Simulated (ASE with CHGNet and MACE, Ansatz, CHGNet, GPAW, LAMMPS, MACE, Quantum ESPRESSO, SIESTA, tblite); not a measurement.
# Running glassy 61Al2O3-39P2O5 (mol %) (104 atoms) with machine-learned potentials

Wanted: machine-learned potentials inputs and outputs for glassy 61Al2O3-39P2O5 (mol %) (104 atoms), checked against a plane-wave reference.

Calculated with ASE with CHGNet and MACE; the method is named at each step.

### 1. The structure

The cell holds 104 atoms: 22 Al, 14 P and 68 O. Its edges and angles: a = 10.928 Å, b = 10.928 Å, c = 10.928 Å, α = 90.0°, β = 90.0°, γ = 90.0°. 104 atoms (22 Al, 14 P, 68 O) placed at random at 2.66 g/cm³, melted at 4000 K for 10 ps at fixed volume with the Morse and Coulomb pair potential with partial charges (Pedone, Malavasi, Menziani, Cormack and Segre, J. Phys. Chem. B 110, 11780 (2006)). Quenched from 4000 K to 300 K at 50 K/ps and fixed volume, held 10 ps at zero pressure.

The yardstick, on the same geometry:

```
method                                           : Kohn-Sham DFT, PBE, PAW, plane waves (Ansatz 0.2.0); cutoff 420 eV, Γ point, fermi-dirac smearing of 0.05 eV; PAW set soft_2
r.m.s. force component                           : 1.123 eV/Å
longest force                                    : 4.833 eV/Å
pressure                                         : 4.807 GPa
gap (highest filled to lowest empty level) : 3.341 eV
SCF cycles                                       : 9
time                                             : 18 s on 4 threads of Arm Neoverse V2, shared host
CPU time                                         : 67 s
```

### 2. CHGNet 0.3.0 potential

Method: machine-learned interatomic potential CHGNet 0.3.0, trained on PBE(+U) plane-wave data.

File run.py:

```python
import numpy as np
from ase.io import read
import mlip  # loads the published weights by name

atoms = read("structure.xyz")
atoms.calc = mlip.calc("chgnet-0.3.0")
energy = atoms.get_potential_energy()
forces = atoms.get_forces()
print(f"energy {energy:.6f} eV")
print("forces (eV/A)")
for i, (a, f) in enumerate(zip(atoms, forces)):
    print(f"{i:4d} {a.symbol:2s} {f[0]:10.5f} {f[1]:10.5f} {f[2]:10.5f}")
stress = -atoms.get_stress(voigt=False) * 160.21766
print("stress (GPa, compression positive)")
for row in stress:
    print(" ".join(f"{x:10.4f}" for x in row))
```

File structure.xyz:

```xyz
104
Lattice="10.92802 0.00000 0.00000 0.00000 10.92802 0.00000 0.00000 0.00000 10.92802" Properties=species:S:1:pos:R:3 pbc="T T T"
Al 2.02518 5.49581 3.82513
Al 9.35122 0.77217 5.44456
Al 5.14382 6.34404 3.01045
Al 3.98348 8.40496 0.57558
Al 9.10435 6.67298 6.18701
Al 1.71537 5.10666 6.75461
Al 10.86890 8.38343 7.62087
Al 3.02291 6.99907 8.53544
Al 4.60452 0.84933 2.62808
Al 8.82153 3.07722 3.57117
Al 9.23603 8.70854 1.20405
Al 4.40366 5.19059 0.63186
Al 5.76759 6.05511 9.06293
Al 2.58776 2.26079 3.81858
Al 0.66661 7.85419 4.93477
Al 5.56826 3.54844 3.62701
Al 8.83989 2.09086 8.93781
Al 8.55577 10.46402 8.17689
Al 10.91021 6.28394 9.15101
Al 4.06260 9.73512 7.29117
Al 0.94910 1.20022 9.69862
Al 3.82197 7.22080 5.29386
P 8.48943 5.93271 2.42679
P 1.04024 9.06687 10.51407
P 6.75395 8.85760 9.99717
P 7.50012 10.34807 3.42025
P 4.81980 4.15461 6.71789
P 9.79325 3.68384 6.38142
P 0.28566 2.38919 1.56019
P 1.51998 0.78441 6.52075
P 1.12854 5.33156 1.10898
P 8.22508 4.81893 10.48609
P 3.94633 2.14309 10.65591
P 6.39191 8.26737 5.50892
P 5.63460 1.52522 8.19219
P 2.80074 9.51590 3.49194
O 0.10229 0.35680 5.96768
O 8.17438 9.70638 2.23030
O 9.69687 0.68792 9.05485
O 6.78685 5.16863 10.18295
O 3.55576 8.83082 4.62594
O 3.54909 9.22347 2.21041
O 9.93379 2.36734 2.43247
O 2.12801 1.72291 5.44937
O 0.29047 4.10271 6.44546
O 9.44279 9.15211 7.81244
O 6.18187 0.06688 2.95133
O 8.04641 8.51173 10.74487
O 1.58751 5.76158 8.45162
O 4.41700 3.56002 10.86671
O 3.05777 0.08021 3.55051
O 5.24862 4.26127 5.23944
O 3.58854 6.82018 6.83176
O 6.45289 7.63268 9.12359
O 5.57613 7.29270 4.67053
O 7.08070 6.31377 2.89625
[... 44 atom lines left out ...]
O 0.98757 8.60461 6.45474
O 9.57371 2.67715 5.26774
O 5.39637 8.89716 6.42644
O 9.25243 7.15184 1.97284
```

On the command line:

```
$ OMP_NUM_THREADS=1 python run.py > output.txt
```

Log:

```text
CHGNet v0.3.0 initialized with 412,525 parameters
CHGNet will run on cpu
energy -801.498047 eV
forces (eV/A)
   0 Al    0.22350    0.16025   -0.90956
   1 Al    2.32477    0.11201    3.53657
   2 Al    1.67367   -0.12940   -1.36167
   3 Al    0.92954   -0.59290    1.54655
   4 Al   -0.34286    0.22786   -0.03330
   5 Al   -0.01111    0.81852   -0.26330
   6 Al   -1.42755    0.51319    1.46750
   7 Al    0.67797    0.57474   -1.08440
   8 Al   -0.19912   -1.20168    0.21126
   9 Al   -0.41856    1.06901   -0.50112
  10 Al   -0.87988   -0.01681   -1.27605
  11 Al   -1.16131    0.60278    0.79590
  12 Al   -0.13323    0.32878   -0.15582
  13 Al   -1.25789   -0.53474    0.78903
  14 Al   -0.31341    0.45819    0.87196
  15 Al    0.41300    0.34549   -0.10617
  16 Al   -2.18590    1.76226    1.80280
  17 Al    0.06065    1.50783   -0.51830
  18 Al   -1.06991   -0.62578    0.31047
  19 Al   -0.82189    0.57380    0.34258
  20 Al   -0.03932   -0.87246   -1.40003
  21 Al   -0.24207    0.60184   -2.33717
  22 P    -2.27112   -0.41953    0.19057
  23 P     0.34706    0.45132    0.05194
[...]
96 O     1.36173   -0.75939   -0.85800
  97 O    -0.13782   -0.49204   -0.24290
  98 O    -0.46462   -0.17657    0.56606
  99 O     0.28395   -0.90364    0.93495
 100 O     2.98686    0.71420   -2.28079
 101 O    -0.79207   -2.32455   -2.90254
 102 O     0.05761    0.85430    0.54037
 103 O     1.18856    0.60170    0.72732
stress (GPa, compression positive)
    1.2156    -0.5467    -0.7167
   -0.5467     6.3722     2.3481
   -0.7167     2.3481     4.4759
```

It took 5.4 s on 1 thread of Arm Neoverse V2, shared host; peak memory 1.4 GiB.

Banners and routine set-up lines are dropped from the logs; longer cuts are marked.

Compared with the plane-wave run:

* r.m.s. force component: 1.053 eV/Å
* r.m.s. difference of force components: 163 meV/Å
* longest difference of force vectors: 719.1 meV/Å
* force difference over r.m.s. force: 14.51 %
* slope of forces against the reference's: 0.9285
* correlation of force components: 0.9909
* pressure: 4.021 GPa
* pressure difference: -0.7856 GPa

Length of the force difference by element (eV/Å):

```tsv
element	atoms	mean	most
Al	22	0.35	0.72
O	68	0.20	0.53
P	14	0.31	0.60
```

Local excerpt of 12 atoms (numbers count through the whole input) about O104, picked at random; x, y, z are measured from there.

```tsv
atom	x	y	z	distance (Å)	bonds	Fx	Fy	Fz (eV/Å)
O104	0.00	0.00	0.00	0.00	2	1.19	0.60	0.73
P23	-0.76	-1.22	0.45	1.51	4	-2.27	-0.42	0.19
Al11	-0.02	1.56	-0.77	1.74	4	-0.88	-0.02	-1.28
O76	-0.87	-1.97	-0.94	2.35	2	-0.09	-0.53	1.15
O56	-2.17	-0.84	0.92	2.50	2	0.66	0.04	-0.07
O70	-0.15	-2.32	1.33	2.67	2	0.64	0.81	0.09
O38	-1.08	2.55	0.26	2.78	2	0.39	-0.26	0.15
O48	-1.21	1.36	-2.16	2.82	2	1.05	-0.16	1.78
O92	1.60	2.07	-1.38	2.95	2	-1.83	-0.61	1.77
O91	2.74	-1.11	0.47	3.00	2	-1.47	0.78	1.06
O68	0.68	0.33	2.99	3.08	2	-0.08	0.24	-1.39
O90	2.07	-1.11	-2.00	3.08	2	0.62	-0.51	1.20
```

Atoms are counted from 1 here, from 0 in the log.

Forces lie 15 % from the reference's, at 0.076 times its CPU time (on 1 against 4 cores).

### 3. MACE MPA-0 medium potential

Method: machine-learned interatomic potential MACE MPA-0 medium, trained on PBE(+U) plane-wave data.

Changes to run.py since step 2:

```diff
@@ -5,3 +5,3 @@
 atoms = read("structure.xyz")
-atoms.calc = mlip.calc("chgnet-0.3.0")
+atoms.calc = mlip.calc("mace-mpa-0-medium")
 energy = atoms.get_potential_energy()
```

structure.xyz is that of step 2.

Log:

```text
energy -752.813257 eV
forces (eV/A)
   0 Al    0.20704    0.08210   -1.02894
   1 Al    2.43814    0.17762    3.79228
   2 Al    1.93463   -0.07938   -1.69139
   3 Al    1.14632   -0.86198    1.61150
   4 Al   -0.25200    0.21812    0.09803
   5 Al   -0.14228    0.99381   -0.23631
   6 Al   -1.50445    0.64234    1.42841
   7 Al    0.72508    0.64730   -1.25030
   8 Al   -0.19537   -1.39540    0.20677
   9 Al   -0.33791    1.14408   -0.35678
  10 Al   -0.91885   -0.05231   -1.42601
  11 Al   -1.27114    0.74443    0.80695
  12 Al   -0.30894    0.50189   -0.30477
  13 Al   -1.54040   -0.37810    0.84199
  14 Al   -0.34622    0.48302    1.25452
  15 Al    0.28826    0.18256   -0.16044
  16 Al   -2.46298    1.85555    1.83585
  17 Al    0.38053    1.78466   -0.59847
  18 Al   -1.02410   -0.77258    0.36964
  19 Al   -0.95813    0.52656    0.41235
  20 Al   -0.19451   -1.30426   -1.78057
  21 Al   -0.37030    0.58645   -2.59484
  22 P    -2.29537   -0.56356   -0.06174
  23 P     0.36406    0.55108   -0.01352
[...]
96 O     1.35419   -0.95225   -0.90005
  97 O    -0.34352   -0.48254   -0.13156
  98 O    -0.53635   -0.31906    0.74534
  99 O     0.55767   -1.04343    1.19511
 100 O     3.06886    0.66401   -2.46633
 101 O    -0.94442   -2.15802   -2.97651
 102 O     0.29386    0.68119    0.46683
 103 O     1.29875    0.54365    0.84402
stress (GPa, compression positive)
    1.5825    -0.6386    -0.6555
   -0.6386     7.4986     2.6141
   -0.6555     2.6141     4.8289
```

It took 9.9 s on 1 thread; peak memory 1.2 GiB.

Compared with the plane-wave run:

| Quantity | Value |
| --- | --- |
| r.m.s. force component | 1.098 eV/Å |
| r.m.s. difference of force components | 87.35 meV/Å |
| longest difference of force vectors | 351.4 meV/Å |
| force difference over r.m.s. force | 7.775 % |
| slope of forces against the reference's | 0.975 |
| correlation of force components | 0.9972 |
| pressure | 4.637 GPa |
| pressure difference | -0.1701 GPa |

Against the first run (15 %), the force difference from the reference is 7.8 %, at 1.9 times the CPU time.

### 4. MACE MP-0b3 medium potential

Method: machine-learned interatomic potential MACE MP-0b3 medium, trained on PBE(+U) plane-wave data.

Changes to run.py since step 3:

```diff
@@ -5,3 +5,3 @@
 atoms = read("structure.xyz")
-atoms.calc = mlip.calc("mace-mpa-0-medium")
+atoms.calc = mlip.calc("mace-mp-0b3-medium")
 energy = atoms.get_potential_energy()
```

structure.xyz is that of step 3.

Log:

```text
energy -753.670495 eV
forces (eV/A)
   0 Al    0.19204    0.03218   -0.85636
   1 Al    2.38691    0.15528    3.84260
   2 Al    1.83549   -0.11141   -1.54250
   3 Al    1.00594   -0.69606    1.55647
   4 Al   -0.30017    0.36725    0.00597
   5 Al   -0.09045    0.97663   -0.34149
   6 Al   -1.62286    0.53053    1.39012
   7 Al    0.65739    0.65777   -1.28325
   8 Al   -0.11685   -1.39108    0.24589
   9 Al   -0.36312    1.10787   -0.38356
  10 Al   -0.97819   -0.03766   -1.37056
  11 Al   -1.16521    0.58021    0.69210
  12 Al   -0.29593    0.51245   -0.28283
  13 Al   -1.34489   -0.41200    0.79488
  14 Al   -0.51367    0.34150    1.26995
  15 Al    0.36859    0.27457   -0.17233
  16 Al   -2.45103    2.04922    1.74744
  17 Al    0.41507    1.49353   -0.65851
  18 Al   -1.03566   -0.77515    0.32559
  19 Al   -0.82334    0.58037    0.36582
  20 Al    0.00643   -1.08142   -1.58690
  21 Al   -0.27150    0.58344   -2.62595
  22 P    -2.24400   -0.46746    0.22473
  23 P     0.35660    0.36119    0.12030
[...]
96 O     1.25694   -0.85706   -0.80468
  97 O    -0.36212   -0.41928   -0.18689
  98 O    -0.49203   -0.21419    0.78707
  99 O     0.51569   -0.99939    1.07707
 100 O     3.15764    0.78250   -2.44890
 101 O    -0.94995   -2.23276   -2.98603
 102 O     0.20866    0.68020    0.51910
 103 O     1.21857    0.49104    0.78487
stress (GPa, compression positive)
    1.1091    -0.6453    -0.7011
   -0.6453     6.8314     2.5109
   -0.7011     2.5109     4.2731
```

The job ended after 9.3 s (1 thread; peak memory 1.2 GiB).

Against the reference:

```
r.m.s. force component                  : 1.074 eV/Å
r.m.s. difference of force components   : 95.86 meV/Å
longest difference of force vectors     : 401.4 meV/Å
force difference over r.m.s. force      : 8.533 %
slope of forces against the reference's : 0.9533
correlation of force components         : 0.9972
pressure                                : 4.071 GPa
pressure difference                     : -0.7356 GPa
```

Against the first run (15 %), the force difference from the reference is 8.5 %, at 1.8 times the CPU time.

### 5. All runs compared

Differences are against the plane-wave reference, forces as r.m.s. over components; share is that over the reference's r.m.s. force, slope the least-squares factor from reference forces to these. Total energies of different programs have different zeros and aren't compared.

```tsv
run	Δ force, r.m.s. (meV/Å)	share (%)	slope	Δ pressure (GPa)	cores	CPU time	memory (GiB)
reference	-	-	-	-	4	67 s	1.6
CHGNet 0.3.0 potential	163	14.5	0.928	-0.786	1	5.1 s	1.4
MACE MPA-0 medium potential	87.3	7.77	0.975	-0.170	1	9.5 s	1.2
MACE MP-0b3 medium potential	95.9	8.53	0.953	-0.736	1	9.3 s	1.2
```

Times of the machine-learned potentials are mostly Python's start and the loading of weights.

CPU time is summed over cores on a shared host, where runs went side by side, so it is rough. Symmetry, cutoffs, thresholds, outputs and thread counts weren't matched or tuned between programs; memory under MPI is the largest rank's times the ranks.

### 6. Outcome

```
nearest in forces : MACE MPA-0 medium potential, 7.8 %
its CPU time      : 9.5 s
```

What this shows: Machine-learned potentials differ by 7.8 % (MACE MPA-0 medium potential) to 15 % (CHGNet 0.3.0 potential); they were trained on other programs' data. Machine-learned potentials mimic data converged in k, so the reference's own k-point error enters their differences. The quench rate of 50 K/ps is many orders above laboratory rates, so the cell is likely richer in defects and strain than a real sample. The network of bonds at the start is that of the classical potential that made the cell, and needn't be the one that DFT or experiment would give. The reference's stress is far from hydrostatic: its diagonal is 1.7, 7.8, 4.9 GPa, compression counted positive. The electronic-structure runs sample only Γ, in a cell whose shortest periodic width is 11 Å.

[Long decimals in the printed logs are rounded to 6 places.]

[Also dropped from logs without a mark: lines with file paths, logging warnings of Python, QE's lines on negative density and diagonalisation, SIESTA's first energy breakdown, zero terms and Voronoi charges.]

[Logs are printed without paths, hosts, clocks, repeated set-up lines and the standing remarks that a program may print on its own settings, such as how far it seeks lower states.]

[Hosts, paths, dates, database ids (printed as entryN), source tags and the programs' standing remarks are cut or masked in the printed files.]

[Most failed runs of this program on this cell are left out, timed-out ones always.]
